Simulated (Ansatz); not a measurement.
# Work function of Li(110): what the settings cost and change

How thick a slab and how much vacuum does the work function of Li(110) need?

Method: plane-wave DFT, PBE, Ansatz PAW, in Ansatz 0.2.0.

### 1. The starting structure

The cell holds 1 atom: 1 Li. Its edges and angles: a = 3.022 Å, b = 3.022 Å, c = 18.000 Å, α = 90.0°, β = 90.0°, γ = 70.5°. Vacuum lies along c.

### 2. Run, setting 1 layer

A work function rests on the faint tail of the density, so the SCF threshold is tight. The slab grows from one layer, at fixed mesh and 18 Å of vacuum; then the vacuum is varied on one slab.

File input.yaml:

```yaml
crystal:
  lattice:
    - [2.4678026663, -1.745, 0.0]
    - [2.4678026663, 1.745, 0.0]
    - [0.0, 0.0, 18.0]
  atoms:
    - { symbol: Li, position: [0.0, 0.0, 0.5] }
kpoints:
  mp_grid: { grid: [14, 14, 1] }
hamiltonian:
  xc: pbe
scf:
  occupations: { method: fermi_dirac, width: 0.1 }
  convergence: { dr2_threshold: 1.0e-09 }
efield:
  axis: 3
  dipole_correction: true
  ramp_position: 0.97
  ramp_width: 0.06
output:
  write_potential: true
  write_density: true
  volumetric_format: npy
  elf: true
```

The run is started by

```bash
$ ansatz run input.yaml --threads 2 --pin off --max-ram 3072MiB --backend cpu --events-out ev --progress --plain --runs-dir out
```

Numbers of over 12 decimals in the logs are rounded to 6 here.

The program printed:

```text
Engine: ansatz 0.2.0, aarch64-unknown-linux-gnu
Pseudopotentials: kind: paw
Pseudopotential: Li, paw, valence charge 3, recommended cutoff 420 eV (normal), Li.paw.azcp
Functional definition: PBE
  parameter kappa = 0.804
  parameter beta = 0.066725
  exchange = pbe_x(kappa = kappa, mu = beta*pi^2/3)
  correlation = pbe_c(beta = beta)
Crystal: 1 atoms, lattice volume = 155.027 Å³
Basis set: ecut = 420 eV, 2997 PW (Γ)
Bands: 6, of which v1, the nominal top of the filled ones, is band 2 counted from 1 (1 counted from 0)
Symmetry: 4 space group operations
k-points: 57 of 196
Non-local potential: Li, projectors of the file, l = 0: 3, l = 1: 2, l = 2: 1
PAW form: soft (Blöchl's): semilocal exchange-correlation on the pseudo side does not see the compensation charge
PAW one-centre angular grid: Li, 110 points (default); XC on 64 Gauss nodes
Initial density: superposition of atomic densities (neutral atoms: chi_scale 0, normalization atom), corrected by the library's trained network
Initial wavefunctions: pseudopotential atomic-orbital guess
Functional: x = pbe(κ = 0.804, μ = 0.219515), c = pbe(β = 0.066725)
SCF iter   1: F=—  HF=-204.170982 eV  |F-HF|=—  |Δ(HF+E_count)|=         —  Δρ=4.73e-4  dr2=6.30e-4  ethr=1.77e-3  p=0.000 e·Å  D=8.46e-17 V/Å  ΔV_dip=-0.00 eV  dr2_dipole=1.48e-12  V_vac-E_F(+/−)=3.37/3.37 eV  ⟨swp⟩=4.9  Hψ=2935  notcnv=0
efield: sawtooth ramp at fractional position 0.9700 (set: `efield.ramp_position`, or a place that a band, a saddle search or an elastic batch's reference lends), width 0.0600; the density the first Hamiltonian is built on has a dipole p = 0.000 e·Å; the dipole correction subtracts the counter field D = 8.46e-17 V/Å, which shifts the + side's vacuum level by -0.00 eV against the − side's; the planar-averaged density in the ramp window peaks in size at 7.2e-6 e/Å³
preconditioner: auto → LDOS  [metal: Δε(μ)=0.185 eV  Ē_g=5.307 eV  σ=0.100 eV  W_gap=0.41  n_scr=8 (ndim 8)  ℏωp=3.0 eV  f_vac=0.667  D(μ)=0.48/eV (n_scr^D=4)  β→1.0]
SCF iter   2: F=—  HF=-204.171916 eV  |F-HF|=—  |Δ(HF+E_count)|=   9.34e-4  Δρ=1.20e-4  dr2=6.34e-5  ethr=2.10e-5  p=0.000 e·Å  D=4.62e-7 V/Å  ΔV_dip=-0.00 eV  dr2_dipole=9.32e-12  V_vac-E_F(+/−)=3.34/3.34 eV  ⟨swp⟩=2.1  Hψ=1038  notcnv=0
SCF iter   3: F=—  HF=-204.171957 eV  |F-HF|=—  |Δ(HF+E_count)|=   4.08e-5  Δρ=2.07e-5  dr2=1.47e-6  ethr=2.11e-6  p=-0.000 e·Å  D=-1.38e-6 V/Å  ΔV_dip=0.00 eV  dr2_dipole=2.20e-11  V_vac-E_F(+/−)=3.32/3.32 eV  ⟨swp⟩=1.5  Hψ=373  notcnv=0
SCF iter   4: F=—  HF=-204.171959 eV  |F-HF|=—  |Δ(HF+E_count)|=   2.14e-6  Δρ=3.81e-6  dr2=3.77e-8  ethr=4.90e-8  p=0.000 e·Å  D=1.37e-6 V/Å  ΔV_dip=-0.00 eV  dr2_dipole=1.71e-11  V_vac-E_F(+/−)=3.32/3.32 eV  ⟨swp⟩=1.7  Hψ=392  notcnv=0
SCF iter   5: F=—  HF=-204.171955 eV  |F-HF|=—  |Δ(HF+E_count)|=   3.53e-6  Δρ=5.79e-7  dr2=4.21e-10  ethr=1.26e-9  p=-0.000 e·Å  D=-7.41e-7 V/Å  ΔV_dip=0.00 eV  dr2_dipole=4.86e-12  V_vac-E_F(+/−)=3.32/3.32 eV  ⟨swp⟩=2.1  Hψ=417  notcnv=0
SCF iter   6: F=-204.171955 eV  HF=-204.171955 eV  |F-HF|=6.59e-11  |Δ(HF+E_count)|=   7.17e-9  Δρ=5.68e-8  dr2=1.63e-11  ethr=1.40e-11  p=0.000 e·Å  D=4.03e-7 V/Å  ΔV_dip=-0.00 eV  dr2_dipole=1.42e-12  V_vac-E_F(+/−)=3.32/3.32 eV  ⟨swp⟩=2.0  Hψ=1488  notcnv=0
SCF 1 converged in 6 iterations: F = -204.171955 eV  dr2 = 1.63e-11
  greatest PAW one-centre occupation: 1.000 electrons in one spin orbital (limit 2), on the Li atom at site 0 (counted from 0), in its partial waves of l = 0
WARN: The output density's exchange-correlation potential varies sharply where the density is thin. Do not read a vacuum level from v_tot or v_xc, or from such a field of the output density. On a cell that repeats whose density bears no net charge and no dipole along the vacuum's axis use v_es (v_loc + v_h of the components); under efield.dipole_correction with no amplitude use v_es + v_field, which holds any externa [...]
SCF converged after 6 iterations
Free energy (F): -204.171955 eV
Harris-Foulkes:  -204.171955 eV  (|F-HF|=6.59e-11)
Internal energy: -204.155289 eV  (E = F + TS)
E sigma→0 (E₀):  -204.163622 eV
Entropy (-TS):   -0.016666 eV (-16.666 meV/atom)
Fermi energy:    -2.613732 eV
Dipole field:    D = -0.000001 V/Å  (p = -0.000001 e·Å, saw-weighted, corrected)
Work function:   Φ+ = 3.3180 eV   Φ− = 3.3180 eV
Levels:          The Fermi level and band energies are counted from a zero that moves with the ramp; work functions are not
--- Per-component energies (eV) ---
  E_band       = -103.506852
  E_kinetic    = 20.405904
  E_local      = -366.664303  (includes V_loc(G=0)·N_el)
  E_nonlocal   = -33.279047
  E_hartree    = 150.293270
  E_xc         = -9.332814
  E_vxc        = -11.984552  (∫ρ·V_xc dr)
  E_paw        = -20.978162  (= ΣΔE_a)
  E_vpaw       = -12.571447  (= ΣTr[D̂ρ^β])
  E_aug_tail   = 0.000013  (compensation charges beyond the density's cutoff)
  E_efield     = 0.000000  (sawtooth field / dipole correction)
  E_vefield    = 0.000000  (∫n·V_field dr)
  E_ewald      = 55.399850
  E_smearing   = -0.016666  (= −TS)
  E_closure    = -0.000000  (closes the sum)
  Σ components = -204.171955   (vs F -204.171955, Δ=0.00e0)
--- Band table (eV; the first three rows and the last of 57) ---
  k-point 0: bands = ["-49.9560", "-4.6500", "-2.1699", "0.2685", "0.9283", "1.2084"]
  k-point 1: bands = ["-49.9556", "-4.5782", "-2.0766", "0.3590", "1.0224", "1.2992"]
  k-point 2: bands = ["-49.9545", "-4.3640", "-1.7970", "0.6297", "1.3045", "1.5706"]
  k-point 56: bands = ["-49.9428", "-0.9573", "1.9302", "3.4493", "4.1468", "4.3862"]
```

The job ended after 9 s (2 threads of Arm Neoverse N1, shared host; peak memory 0.41 GiB; 13 s of CPU time).

Reading the cycles: dr2 is the Hartree energy of the density residual (eV), the measure of convergence; HF is the Harris–Foulkes estimate of the energy, which meets the free energy F at convergence.

Numbers from this step:

| Item | Value |
| --- | --- |
| energy at zero smearing | -204.1636 eV |
| work function, upper face | 3.318 eV |

Running mean over 2.468 Å of the planar mean; the ramp of the sawtooth is left out. The electron's electrostatic potential energy less the Fermi level by z:

| z (Å) | electron's electrostatic potential energy less the Fermi level (eV) |
| --- | --- |
| 2.88 | 3.32 |
| 3.17 | 3.32 |
| 3.60 | 3.32 |
| 3.89 | 3.32 |
| 4.18 | 3.32 |
| 4.46 | 3.32 |
| 4.90 | 3.31 |
| 5.18 | 3.30 |
| 5.47 | 3.29 |
| 5.90 | 3.25 |
| 6.19 | 3.19 |
| 6.48 | 3.08 |
| 6.91 | 2.77 |
| 7.20 | 2.39 |
| 7.49 | 1.74 |
| 7.78 | 0.870 |
| 8.21 | -0.325 |
| 8.50 | -0.771 |
| 8.78 | -0.980 |
| 9.22 | -0.980 |
| 9.50 | -0.771 |
| 9.79 | -0.325 |
| 10.22 | 0.870 |
| 10.51 | 1.74 |
| 10.80 | 2.39 |
| 11.09 | 2.77 |
| 11.52 | 3.08 |
| 11.81 | 3.19 |
| 12.10 | 3.25 |
| 12.53 | 3.29 |
| 12.82 | 3.30 |
| 13.10 | 3.31 |
| 13.54 | 3.32 |
| 13.82 | 3.32 |
| 14.11 | 3.32 |
| 14.40 | 3.32 |
| 14.83 | 3.32 |
| 15.12 | 3.32 |

Electrostatic potential energy in the ca plane at fractional y = 0.000, with atoms of Li within 0.2 Å of it. With pseudopotentials it is smooth inside the atoms' cores, unlike the true potential.

Ten even steps from '0' (-12 eV) to '9' (1 eV), each cell a mean:
```
99999999999999999986200058999999999999999999
99999999999999999997511368999999999999999999
99999999999999999998766789999999999999999999
99999999999999999999887889999999999999999999
99999999999999999999877789999999999999999999
99999999999999999998644578999999999999999999
99999999999999999987300168999999999999999999
99999999999999999986100047999999999999999999
```
Columns run along c (18.0 Å; values clipped at the 3rd and 97th percentile), rows up along a (3.0 Å). Atoms in or near the plane, at fractional coordinates: Li at (0.50, 0.00).

Valence density in the ca plane at fractional y = 0.000, with atoms of Li within 0.2 Å of it. It is the smooth field of the valence electrons, not physical close to the nuclei.

Values in e/Å³, 5 rows by 16 columns, each cell a mean:
```
0.0 0.0 0.0 0.0 0.0 0.0 0.0 0.6 1.2 0.0 0.0 0.0 0.0 0.0 0.0 0.0
0.0 0.0 0.0 0.0 0.0 0.0 0.0 0.0 0.0 0.0 0.0 0.0 0.0 0.0 0.0 0.0
0.0 0.0 0.0 0.0 0.0 0.0 0.0 0.0 0.0 0.0 0.0 0.0 0.0 0.0 0.0 0.0
0.0 0.0 0.0 0.0 0.0 0.0 0.0 0.1 0.1 0.0 0.0 0.0 0.0 0.0 0.0 0.0
0.0 0.0 0.0 0.0 0.0 0.0 0.0 1.1 2.2 0.0 0.0 0.0 0.0 0.0 0.0 0.0
```
Columns run along c (18.0 Å), rows up along a (3.0 Å). Atoms in or near the plane, at fractional coordinates: Li at (0.50, 0.00).

ELF in the ca plane at fractional y = 0.000, with atoms of Li within 0.2 Å of it. It is the smooth field of the valence electrons, not physical close to the nuclei.

Ten even steps from '0' (0.00 × 1e-1) to '9' (9.82 × 1e-1), each cell a mean:
```
00000000000000000110089301110000000000000000
00000000000000000232001013210000000000000000
00000000000000001245422355310000000000000000
00000000000000001357888876420000000000000000
00000000000000001356766676420000000000000000
00000000000000001234100034310000000000000000
00000000000000000121046101210000000000000000
00000000000000000110199500110000000000000000
```
Columns run along c (18.0 Å), rows up along a (3.0 Å). Atoms in or near the plane, at fractional coordinates: Li at (0.50, 0.00).

The work function is 3.318 eV.

### 3. Slab, 2 atoms

System of this step: Li(110). The cell holds 2 atoms: 2 Li. Its edges and angles: a = 3.022 Å, b = 3.022 Å, c = 20.468 Å, α = 90.0°, β = 90.0°, γ = 70.5°. Vacuum lies along c.

input.yaml, the sections that differ from step 2:

```yaml
crystal:
  lattice:
    - [2.4678026663, -1.745, 0.0]
    - [2.4678026663, 1.745, 0.0]
    - [0.0, 0.0, 20.4678026663]
  atoms:
    - { symbol: Li, position: [0.0, 0.0, 0.4397150074] }
    - { symbol: Li, position: [0.5, 0.5, 0.5602849926] }
output:
  write_potential: true
  write_density: true
  volumetric_format: npy
# kpoints, hamiltonian, scf, efield: as in step 2
```

The program printed:

```text
[...]
Crystal: 2 atoms, lattice volume = 176.282 Å³
Basis set: ecut = 420 eV, 3413 PW (Γ)
Bands: 7, of which v1, the nominal top of the filled ones, is band 3 counted from 1 (2 counted from 0)
Symmetry: 4 space group operations
k-points: 57 of 196
[...]
Free energy (F): -408.854155 eV
[...]
Internal energy: -408.815873 eV  (E = F + TS)
E sigma→0 (E₀):  -408.835014 eV
Entropy (-TS):   -0.038282 eV (-19.141 meV/atom)
Fermi energy:    -2.209062 eV
Dipole field:    D = 0.000001 V/Å  (p = 0.000001 e·Å, saw-weighted, corrected)
Work function:   Φ+ = 3.3834 eV   Φ− = 3.3834 eV
[...]
--- Band table (eV; the first three rows and the last of 57) ---
[...]
[key lines of the parts left out:]
SCF converged after 6 iterations
```

It took 12 s on 2 threads; peak memory 0.45 GiB.

The work function is 3.383 eV, +0.065 eV from the run “1 layer”, at 1.4 times its CPU time.

### 4. Slab, 3 atoms

System of this step: Li(110). The cell holds 3 atoms: 3 Li. Its edges and angles: a = 3.022 Å, b = 3.022 Å, c = 22.936 Å, α = 90.0°, β = 90.0°, γ = 70.5°. Vacuum lies along c.

input.yaml, the sections that differ from step 3:

```yaml
crystal:
  lattice:
    - [2.4678026663, -1.745, 0.0]
    - [2.4678026663, 1.745, 0.0]
    - [0.0, 0.0, 22.9356053327]
  atoms:
    - { symbol: Li, position: [0.0, 0.0, 0.3924029852] }
    - { symbol: Li, position: [0.5, 0.5, 0.5] }
    - { symbol: Li, position: [0.0, 0.0, 0.6075970148] }
# kpoints, hamiltonian, scf, efield, output: as in step 3
```

The program printed:

```text
[...]
Crystal: 3 atoms, lattice volume = 197.536 Å³
Basis set: ecut = 420 eV, 3801 PW (Γ)
Bands: 9, of which v1, the nominal top of the filled ones, is band 5 counted from 1 (4 counted from 0)
Symmetry: 4 space group operations
k-points: 57 of 196
[...]
Free energy (F): -613.550465 eV
[...]
Internal energy: -613.492176 eV  (E = F + TS)
E sigma→0 (E₀):  -613.521321 eV
Entropy (-TS):   -0.058289 eV (-19.430 meV/atom)
Fermi energy:    -1.849355 eV
Dipole field:    D = -0.000000 V/Å  (p = -0.000000 e·Å, saw-weighted, corrected)
Work function:   Φ+ = 3.3402 eV   Φ− = 3.3402 eV
[...]
--- Band table (eV; the first three rows and the last of 57) ---
[...]
[key lines of the parts left out:]
SCF converged after 6 iterations
```

It took 15 s on 2 threads; peak memory 0.43 GiB.

The work function is 3.340 eV, -0.043 eV from the run “2 layers”, at 1.3 times its CPU time.

### 5. Slab, 4 atoms

System of this step: Li(110). The cell holds 4 atoms: 4 Li. Its edges and angles: a = 3.022 Å, b = 3.022 Å, c = 25.403 Å, α = 90.0°, β = 90.0°, γ = 70.5°. Vacuum lies along c.

input.yaml, the sections that differ from step 4:

```yaml
crystal:
  lattice:
    - [2.4678026663, -1.745, 0.0]
    - [2.4678026663, 1.745, 0.0]
    - [0.0, 0.0, 25.403407999]
  atoms:
    - { symbol: Li, position: [0.0, 0.0, 0.3542831734] }
    - { symbol: Li, position: [0.5, 0.5, 0.4514277245] }
    - { symbol: Li, position: [0.0, 0.0, 0.5485722755] }
    - { symbol: Li, position: [0.5, 0.5, 0.6457168266] }
# kpoints, hamiltonian, scf, efield, output: as in step 4
```

The program printed:

```text
[...]
Crystal: 4 atoms, lattice volume = 218.790 Å³
Basis set: ecut = 420 eV, 4225 PW (Γ)
Bands: 10, of which v1, the nominal top of the filled ones, is band 6 counted from 1 (5 counted from 0)
Symmetry: 4 space group operations
k-points: 57 of 196
[...]
Free energy (F): -818.248646 eV
[...]
Internal energy: -818.178998 eV  (E = F + TS)
E sigma→0 (E₀):  -818.213822 eV
Entropy (-TS):   -0.069648 eV (-17.412 meV/atom)
Fermi energy:    -1.562231 eV
Dipole field:    D = 0.000002 V/Å  (p = 0.000002 e·Å, saw-weighted, corrected)
Work function:   Φ+ = 3.3006 eV   Φ− = 3.3007 eV
[...]
--- Band table (eV; the first three rows and the last of 57) ---
[...]
[key lines of the parts left out:]
SCF converged after 6 iterations
```

Elapsed: 17 s, on 2 threads; peak memory 0.46 GiB.

The work function is 3.301 eV, -0.040 eV from the run “3 layers”, at 1.2 times its CPU time.

### 6. Slab, 5 atoms

System of this step: Li(110). The cell holds 5 atoms: 5 Li. Cell: a = 3.022 Å, b = 3.022 Å, c = 27.871 Å, α = 90.0°, β = 90.0°, γ = 70.5°. Vacuum lies along c.

input.yaml, the sections that differ from step 5:

```yaml
crystal:
  lattice:
    - [2.4678026663, -1.745, 0.0]
    - [2.4678026663, 1.745, 0.0]
    - [0.0, 0.0, 27.8712106654]
  atoms:
    - { symbol: Li, position: [0.0, 0.0, 0.3229138521] }
    - { symbol: Li, position: [0.5, 0.5, 0.4114569261] }
    - { symbol: Li, position: [0.0, 0.0, 0.5] }
    - { symbol: Li, position: [0.5, 0.5, 0.5885430739] }
    - { symbol: Li, position: [0.0, 0.0, 0.6770861479] }
# kpoints, hamiltonian, scf, efield, output: as in step 5
```

The program printed:

```text
[...]
Crystal: 5 atoms, lattice volume = 240.044 Å³
Basis set: ecut = 420 eV, 4621 PW (Γ)
Bands: 13, of which v1, the nominal top of the filled ones, is band 8 counted from 1 (7 counted from 0)
Symmetry: 4 space group operations
k-points: 57 of 196
[...]
k-point 1: bands = [... 4 lower, -47.8998, -4.6465, -4.2655, -3.5529, -2.5691, -1.5024, -0.9586, 1.5388, ... 1 higher]
  k-point 2: bands = [... 4 lower, -47.8988, -4.4322, -4.0510, -3.3370, -2.3475, -1.2575, -0.6793, 1.7663, ... 1 higher]
  k-point 56: bands = [... 4 lower, -47.8871, -0.9296, -0.4800, 0.3624, 1.5490, 1.8290, 2.0544, 2.5231, ... 1 higher]
[key lines of the parts left out:]
SCF converged after 7 iterations
Free energy (F): -1022.940100 eV
Fermi energy:    -1.329939 eV
Dipole field:    D = 0.000000 V/Å  (p = 0.000000 e·Å, saw-weighted, corrected)
Work function:   Φ+ = 3.2731 eV   Φ− = 3.2731 eV
```

Wall time 24 s (2 threads); peak memory 0.5 GiB; 38 s of CPU time.

The work function is 3.273 eV, -0.028 eV from the run “4 layers”, at 1.4 times its CPU time.

### 7. Run, 6 atoms

System of this step: Li(110). The cell holds 6 atoms: 6 Li. Cell: a = 3.022 Å, b = 3.022 Å, c = 30.339 Å, α = 90.0°, β = 90.0°, γ = 70.5°. Vacuum lies along c.

input.yaml, the sections that differ from step 6:

```yaml
crystal:
  lattice:
    - [2.4678026663, -1.745, 0.0]
    - [2.4678026663, 1.745, 0.0]
    - [0.0, 0.0, 30.3390133317]
  atoms:
    - { symbol: Li, position: [0.0, 0.0, 0.2966477486] }
    - { symbol: Li, position: [0.5, 0.5, 0.3779886492] }
    - { symbol: Li, position: [0.0, 0.0, 0.4593295497] }
    - { symbol: Li, position: [0.5, 0.5, 0.5406704503] }
    - { symbol: Li, position: [0.0, 0.0, 0.6220113508] }
    - { symbol: Li, position: [0.5, 0.5, 0.7033522514] }
# kpoints, hamiltonian, scf, efield, output: as in step 6
```

The program printed:

```text
[...]
Crystal: 6 atoms, lattice volume = 261.299 Å³
Basis set: ecut = 420 eV, 5041 PW (Γ)
Bands: 15, of which v1, the nominal top of the filled ones, is band 9 counted from 1 (8 counted from 0)
Symmetry: 4 space group operations
k-points: 57 of 196
[...]
k-point 1: bands = [... 5 lower, -47.7109, -4.4866, -4.2139, -3.7072, -2.9838, -2.0932, -1.2021, -0.7735, ... 2 higher]
  k-point 2: bands = [... 5 lower, -47.7102, -4.2724, -3.9995, -3.4922, -2.7663, -1.8676, -0.9519, -0.4943, ... 2 higher]
  k-point 56: bands = [... 5 lower, -47.6991, -0.7737, -0.4475, 0.1579, 1.0294, 2.0014, 2.1331, 2.1545, ... 2 higher]
[key lines of the parts left out:]
SCF converged after 7 iterations
Free energy (F): -1227.635734 eV
Fermi energy:    -1.145017 eV
Dipole field:    D = 0.000000 V/Å  (p = 0.000000 e·Å, saw-weighted, corrected)
Work function:   Φ+ = 3.2550 eV   Φ− = 3.2550 eV
```

The job ended after 29 s (2 threads; peak memory 0.56 GiB; 47 s of CPU time).

The work function is 3.255 eV, -0.018 eV from the run “5 layers”, at 1.2 times its CPU time.

### 8. Slab, 8 atoms

System of this step: Li(110). The cell holds 8 atoms: 8 Li. Its edges and angles: a = 3.022 Å, b = 3.022 Å, c = 35.275 Å, α = 90.0°, β = 90.0°, γ = 70.5°. Vacuum lies along c.

input.yaml, the sections that differ from step 7:

```yaml
crystal:
  lattice:
    - [2.4678026663, -1.745, 0.0]
    - [2.4678026663, 1.745, 0.0]
    - [0.0, 0.0, 35.2746186644]
  atoms:
    - { symbol: Li, position: [0.0, 0.0, 0.255140958] }
    - { symbol: Li, position: [0.5, 0.5, 0.3251006843] }
    - { symbol: Li, position: [0.0, 0.0, 0.3950604106] }
    - { symbol: Li, position: [0.5, 0.5, 0.4650201369] }
    - { symbol: Li, position: [0.0, 0.0, 0.5349798631] }
    - { symbol: Li, position: [0.5, 0.5, 0.6049395894] }
    - { symbol: Li, position: [0.0, 0.0, 0.6748993157] }
    - { symbol: Li, position: [0.5, 0.5, 0.744859042] }
# kpoints, hamiltonian, scf, efield, output: as in step 7
```

The program printed:

```text
[...]
Crystal: 8 atoms, lattice volume = 303.807 Å³
Basis set: ecut = 420 eV, 5853 PW (Γ)
Bands: 20, of which v1, the nominal top of the filled ones, is band 12 counted from 1 (11 counted from 0)
Symmetry: 4 space group operations
k-points: 57 of 196
[...]
k-point 1: bands = [... 8 lower, -4.2399, -4.0775, -3.7889, -3.3599, -2.8090, -2.1483, -1.4297, -0.7801, ... 4 higher]
  k-point 2: bands = [... 8 lower, -4.0257, -3.8632, -3.5745, -3.1447, -2.5919, -1.9266, -1.1965, -0.5223, ... 4 higher]
  k-point 56: bands = [... 8 lower, -0.5323, -0.3348, 0.0167, 0.5382, 1.2119, 2.0288, 2.2629, 2.3491, ... 4 higher]
[key lines of the parts left out:]
SCF converged after 7 iterations
Free energy (F): -1637.021229 eV
Fermi energy:    -0.863033 eV
Dipole field:    D = -0.000000 V/Å  (p = -0.000000 e·Å, saw-weighted, corrected)
Work function:   Φ+ = 3.2553 eV   Φ− = 3.2554 eV
```

Run time: 42 s. Hardware: 2 threads; peak memory 0.68 GiB; 71 s of CPU time.

The work function is 3.255 eV, +0.000 eV from the run “6 layers”, at 1.5 times its CPU time.

(Part 1 of 2 ends here.)

[Logs are printed without paths, hosts, clocks, repeated set-up lines and the standing remarks that a program may print on its own settings, such as how far it seeks lower states.]

[Hosts, paths, dates, database ids (printed as entryN), source tags and the programs' standing remarks are cut or masked in the printed files.]

[Maps of the electrostatic potential energy from Ansatz leave out the sawtooth potential of an applied field or a dipole correction, so their vacuum need not be flat; planar profiles and work functions include it.]
